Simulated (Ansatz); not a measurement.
# N on Zr(0001): change of the work function, part 4 of 4

How does N on the fcc site change the work function of Zr(0001) as the layer fills?

Ansatz 0.2.0; plane-wave DFT, PBE, Ansatz PAW.

So far, work function, upper face (eV): step 2 (the clean slab) 4.17; step 3 (37 atoms, coverage 0.111 ML, cell 3x3) 4.19; step 4 (17 atoms, coverage 0.25 ML, cell 2x2) 4.32.

## (5) Adsorbate added, k-mesh 6×6×1, coverage 0.5 ML

System of this step: N/Zr(0001). The cell holds 18 atoms: 16 Zr and 2 N. Its edges and angles: a = 6.460 Å, b = 6.460 Å, c = 27.400 Å, α = 90.0°, β = 90.0°, γ = 60.0°. Vacuum lies along c.

Another coverage, to see how the dipoles act on each other as their distance changes.

The input, input.yaml:

```yaml
crystal:
  lattice:
    - [6.46, 0.0, 0.0]
    - [3.23, 5.5945241084, 0.0]
    - [0.0, 0.0, 27.3999886225]
  atoms:
    - { symbol: Zr, position: [0.3333333333, 0.3333333333, 0.3284672897] }
    - { symbol: Zr, position: [0.0, 0.0, 0.4223613068] }
    - { symbol: Zr, position: [0.3333333333, 0.3333333333, 0.5198892304] }
    - { symbol: Zr, position: [0.0, 0.0, 0.6089277816] }
    - { symbol: Zr, position: [0.3333333333, 0.8333333333, 0.3284672897] }
    - { symbol: Zr, position: [0.0, 0.5, 0.4223613068] }
    - { symbol: Zr, position: [0.3333333333, 0.8333333333, 0.5198892304] }
    - { symbol: Zr, position: [0.0, 0.5, 0.6089277816] }
    - { symbol: Zr, position: [0.8333333333, 0.3333333333, 0.3284672897] }
    - { symbol: Zr, position: [0.5, 0.0, 0.4223613068] }
    - { symbol: Zr, position: [0.8333333333, 0.3333333333, 0.5198892304] }
    - { symbol: Zr, position: [0.5, 0.0, 0.6089277816] }
    - { symbol: Zr, position: [0.8333333333, 0.8333333333, 0.3284672897] }
    - { symbol: Zr, position: [0.5, 0.5, 0.4223613068] }
    - { symbol: Zr, position: [0.8333333333, 0.8333333333, 0.5198892304] }
    - { symbol: Zr, position: [0.5, 0.5, 0.6089277816] }
    - { symbol: "N", position: [0.1666666667, 0.1666666667, 0.6715327103] }
    - { symbol: "N", position: [0.6666666667, 0.1666666667, 0.6715327103] }
kpoints:
  mp_grid: { grid: [6, 6, 1] }
hamiltonian:
  xc: pbe
scf:
  occupations: { method: fermi_dirac, width: 0.1 }
  convergence: { dr2_threshold: 1.0e-08 }
efield:
  axis: 3
  dipole_correction: true
  ramp_position: 0.97
  ramp_width: 0.06
relax:
  f_tol: 0.02
  max_steps: 60
  constraints: [{ sites: [0, 1, 4, 5, 8, 9, 12, 13] }]
output:
  dos: { projected: true, e_range: [-8, 4] }
  write_potential: true
  write_density: true
  volumetric_format: npy
  elf: true
```

Run with:

```bash
> ansatz run input.yaml --threads 4 --pin off --max-ram 16384MiB --backend cpu --events-out ev --progress --plain --runs-dir out
```

The program printed:

```text
[...]
Crystal: 18 atoms, lattice volume = 990.253 Å³
Basis set: ecut = 420 eV, 19411 PW (Γ), exchange–correlation on 90×90×384 points (8 copies of the dense FFT grid, shifted against one another)
Bands: 122, of which v1, the nominal top of the filled ones, is band 101 counted from 1 (100 counted from 0)
Symmetry: 4 space group operations
[...]
- { symbol: Zr, position: [0.833333, 0.833333, 0.3284672897] }
    - { symbol: Zr, position: [0.500000, 0.500000, 0.422361] }
    - { symbol: Zr, position: [0.833953, 0.832094, 0.518098] }
    - { symbol: Zr, position: [0.506908, 0.486185, 0.609810] }
    - { symbol: N, position: [0.161110, 0.177780, 0.647742] }
    - { symbol: N, position: [0.661110, 0.177780, 0.647742] }
[key lines of the parts left out:]
SCF converged after 7 iterations
Free energy (F): -67707.574909 eV
Fermi energy:    2.749730 eV
Dipole field:    D = -0.013714 V/Å  (p = -0.075052 e·Å, saw-weighted, corrected)
Work function:   Φ+ = 4.5786 eV   Φ− = 4.2029 eV
```

Elapsed: 5.7 min, on 4 threads of Arm Neoverse V2, shared host; peak memory 3.3 GiB; 22 min of CPU time.

Relaxation path:

| step | energy less that of the first step (eV) | largest force component (eV/Å) |
| --- | --- | --- |
| 1 | 0.0000 | 5.2085 |
| 2 | -3.7483 | 4.9017 |
| 3 | -6.1786 | 2.4491 |
| 4 | -6.7954 | 0.8281 |
| 5 | -6.8611 | 0.2623 |
| 6 | -6.8605 | 0.1680 |
| 7 | -6.8871 | 0.0374 |
| 8 | -6.8875 | 0.0065 |

Relaxation step 6 was tried and not accepted.

Forces are held to the 4 operations that the program found; a distortion that breaks them can't arise in this run.

The atoms that moved most (Å):

```csv
atom,dx,dy,dz,length
N18,0.000,0.062,-0.652,0.655
N17,0.000,0.062,-0.652,0.655
Zr4,0.000,0.005,0.345,0.345
Zr12,0.000,0.005,0.345,0.345
Zr11,0.000,-0.031,-0.077,0.083
Zr3,0.000,-0.031,-0.077,0.083
Zr8,0.000,-0.077,0.024,0.081
Zr16,0.000,-0.077,0.024,0.081
```

The relaxed structure:

```xyz
18
Lattice="6.4600 0.0000 0.0000 3.2300 5.5945 0.0000 0.0000 0.0000 27.4000" Properties=species:S:1:pos:R:3
Zr    3.2300    1.8648    9.0000
Zr    0.0000    0.0000   11.5727
Zr    3.2300    1.8341   14.1683
Zr    0.0000    0.0050   17.0292
Zr    4.8450    4.6621    9.0000
Zr    1.6150    2.7973   11.5727
Zr    4.8450    4.6552   14.1959
Zr    1.6150    2.7200   16.7088
Zr    6.4600    1.8648    9.0000
Zr    3.2300    0.0000   11.5727
Zr    6.4600    1.8341   14.1683
Zr    3.2300    0.0050   17.0292
Zr    8.0750    4.6621    9.0000
Zr    4.8450    2.7973   11.5727
Zr    8.0750    4.6552   14.1959
Zr    4.8450    2.7200   16.7088
N     1.6150    0.9946   17.7481
N     4.8450    0.9946   17.7481
```

The density of states has structure finer than the step of the table below, so its rows give means over 0.25 eV. Peaks (eV: height): -2.530: 32.5, -1.140: 32.0, -0.660: 67.4, -0.120: 33.8, 0.270: 34.0, 0.720: 32.8, 1.080: 33.3.

Density of states against energy, zero at the Fermi level; means over each step:

energy (eV), density of states (states/eV a cell) and a bar:
```
    -5.25        0.0 
    -5.00        0.9 #
    -4.75        1.6 ##
    -4.50        3.4 ####
    -4.25        5.3 ######
    -4.00       10.1 ###########
    -3.75       12.4 ##############
    -3.50       12.0 #############
    -3.25       10.8 ############
    -3.00        6.2 #######
    -2.75        9.6 ###########
    -2.50       17.4 ###################
    -2.25       14.5 ################
    -2.00       19.1 #####################
    -1.75       15.9 ##################
    -1.50       14.3 ################
    -1.25       25.0 ############################
    -1.00       19.5 ######################
    -0.75       23.4 ##########################
    -0.50       22.0 ########################
    -0.25       20.2 ######################
     0.00       24.8 ###########################
     0.25       25.0 ############################
     0.50       24.6 ###########################
     0.75       27.1 ##############################
     1.00       26.2 #############################
```

The relaxation took 8 steps and lowered the energy by 6.9 eV; the largest force on the free atoms ends at 0.0065 eV/Å.

The covered face has 4.58 eV, +0.41 eV against the clean one; the bare back face has moved by +0.02 eV, a measure of how thin the slab is.

## (6) The covered slab, k-mesh 12×12×1, coverage 1 ML

System of this step: N/Zr(0001). The cell holds 5 atoms: 4 Zr and 1 N. Its edges and angles: a = 3.230 Å, b = 3.230 Å, c = 27.400 Å, α = 90.0°, β = 90.0°, γ = 60.0°. Vacuum lies along c.

Another coverage, to see how the dipoles act on each other as their distance changes.

input.yaml, the sections that differ from step 5:

```yaml
crystal:
  lattice:
    - [3.23, 0.0, 0.0]
    - [1.615, 2.7972620542, 0.0]
    - [0.0, 0.0, 27.3999886225]
  atoms:
    - { symbol: Zr, position: [0.6666666667, 0.6666666667, 0.3284672897] }
    - { symbol: Zr, position: [0.0, 0.0, 0.4223613068] }
    - { symbol: Zr, position: [0.6666666667, 0.6666666667, 0.5198892304] }
    - { symbol: Zr, position: [0.0, 0.0, 0.6089277816] }
    - { symbol: "N", position: [0.3333333333, 0.3333333333, 0.6715327103] }
kpoints:
  mp_grid: { grid: [12, 12, 1] }
relax:
  f_tol: 0.02
  max_steps: 60
  constraints: [{ sites: [0, 1] }]
output:
  write_potential: true
  write_density: true
  volumetric_format: npy
# hamiltonian, scf, efield: as in step 5
```

The program printed:

```text
[...]
Crystal: 5 atoms, lattice volume = 247.563 Å³
Basis set: ecut = 420 eV, 4939 PW (Γ), exchange–correlation on 48×48×384 points (8 copies of the dense FFT grid, shifted against one another)
Bands: 32, of which v1, the nominal top of the filled ones, is band 27 counted from 1 (26 counted from 0)
Symmetry: 6 space group operations
[...]
F+E_penalty+E_count = -17120.10158372 eV   max|allowed force component| = 8.613e-3 eV/Å
  atoms:
    - { symbol: Zr, position: [0.666667, 0.666667, 0.3284672897] }
    - { symbol: Zr, position: [-1.850372e-17, -1.850372e-17, 0.422361] }
    - { symbol: Zr, position: [0.666667, 0.666667, 0.515655] }
    - { symbol: Zr, position: [-1.467245e-18, -1.275612e-17, 0.624783] }
    - { symbol: N, position: [0.333333, 0.333333, 0.651792] }
[key lines of the parts left out:]
SCF converged after 7 iterations
Free energy (F): -17120.101584 eV
Fermi energy:    2.689573 eV
Dipole field:    D = -0.037159 V/Å  (p = -0.050837 e·Å, saw-weighted, corrected)
Work function:   Φ+ = 5.2739 eV   Φ− = 4.2557 eV
```

It took 21 s on 4 threads; peak memory 0.57 GiB; 81 s of CPU time.

The steps of the relaxation:

| step | energy less that of the first step (eV) | largest force component (eV/Å) |
| --- | --- | --- |
| 1 | 0.0000 | 5.7632 |
| 2 | -2.2436 | 5.7891 |
| 3 | -3.8827 | 2.7232 |
| 4 | -4.1007 | 0.9238 |
| 5 | -4.1704 | 0.2788 |
| 6 | -4.1821 | 0.0501 |
| 7 | -4.1824 | 0.0086 |

Forces are held to the 6 operations that the program found; a distortion that breaks them can't arise in this run.

The atoms that moved most (Å):

```csv
atom,dx,dy,dz,length
N5,0.000,0.000,-0.541,0.541
Zr4,0.000,0.000,0.434,0.434
Zr3,0.000,0.000,-0.116,0.116
```

Final coordinates:

```xyz
5
Lattice="3.2300 0.0000 0.0000 1.6150 2.7973 0.0000 0.0000 0.0000 27.4000" Properties=species:S:1:pos:R:3
Zr    3.2300    1.8648    9.0000
Zr    0.0000    0.0000   11.5727
Zr    3.2300    1.8648   14.1289
Zr    0.0000    0.0000   17.1191
N     1.6150    0.9324   17.8591
```

The relaxation took 7 steps and lowered the energy by 4.2 eV; the largest force on the free atoms ends at 0.0086 eV/Å.

The covered face has 5.27 eV, +1.11 eV against the clean one; the bare back face has moved by +0.08 eV, a measure of how thin the slab is.

## (7) Work function against coverage

This step: plane-wave DFT, PBE, Ansatz PAW; work function against coverage (Ansatz 0.2.0).

The runs are now put side by side.

This step gave:

| Item | Value |
| --- | --- |
| work function of the clean face | 4.165 eV |
| largest change of the work function | 1.109 eV |

Table of work function of the covered face by coverage:

```
coverage (adsorbates/nm²)  work function of the covered face (eV)
                     0.00                                    4.17
                     1.23                                    4.19
                     2.77                                    4.32
                     5.53                                    4.58
                    11.07                                    5.27
```

The dipole per adsorbate comes from the change of the cell's dipole. Coverage, by row:

```
coverage (1/nm²)  coverage (ML)  work function (eV)  change (eV)  dipole per adsorbate, positive end outwards (debye)  mean height of the added atoms over the highest substrate atom (Å)
            1.23         0.1111               4.186      0.02114                                               -0.044                                                              0.8825
           2.767           0.25               4.318       0.1529                                               -0.139                                                              0.8843
           5.534            0.5               4.579       0.4134                                               -0.187                                                               0.719
           11.07              1               5.274        1.109                                               -0.248                                                                0.74
```

## (8) Results

```json
{
 "work function of the clean face": "4.17 eV",
 "work function at 0.11 ML": "4.19 eV",
 "work function at 0.25 ML": "4.32 eV",
 "work function at 0.5 ML": "4.58 eV",
 "work function at 1 ML": "5.27 eV",
 "dipole per adsorbate at 0.11 ML, positive end outwards": "-0.04 D"
}
```

In words: At the lowest coverage N changes the work function of Zr(0001) by under 0.15 eV, within the error of so thin a slab; the largest change, +1.11 eV, comes at higher coverage. The slab has 4 layers, at the tabulated experimental lattice constant, one starting site was run, and quantum-size effects of a slab this thin can reach one or two tenths of an eV.

[Long decimals in the printed logs are rounded to 6 places.]

[Logs are printed without paths, hosts, clocks, repeated set-up lines and the standing remarks that a program may print on its own settings, such as how far it seeks lower states.]

[Hosts, paths, dates, database ids (printed as entryN), source tags and the programs' standing remarks are cut or masked in the printed files.]

[Maps of the electrostatic potential energy from Ansatz leave out the sawtooth potential of an applied field or a dipole correction, so their vacuum need not be flat; planar profiles and work functions include it.]

[The density of states shown here was stored with 400 of the rows of the run's finer table, so its peaks can read low, often by over a quarter, or be missed, and its means over a window can be off by a tenth or more.]
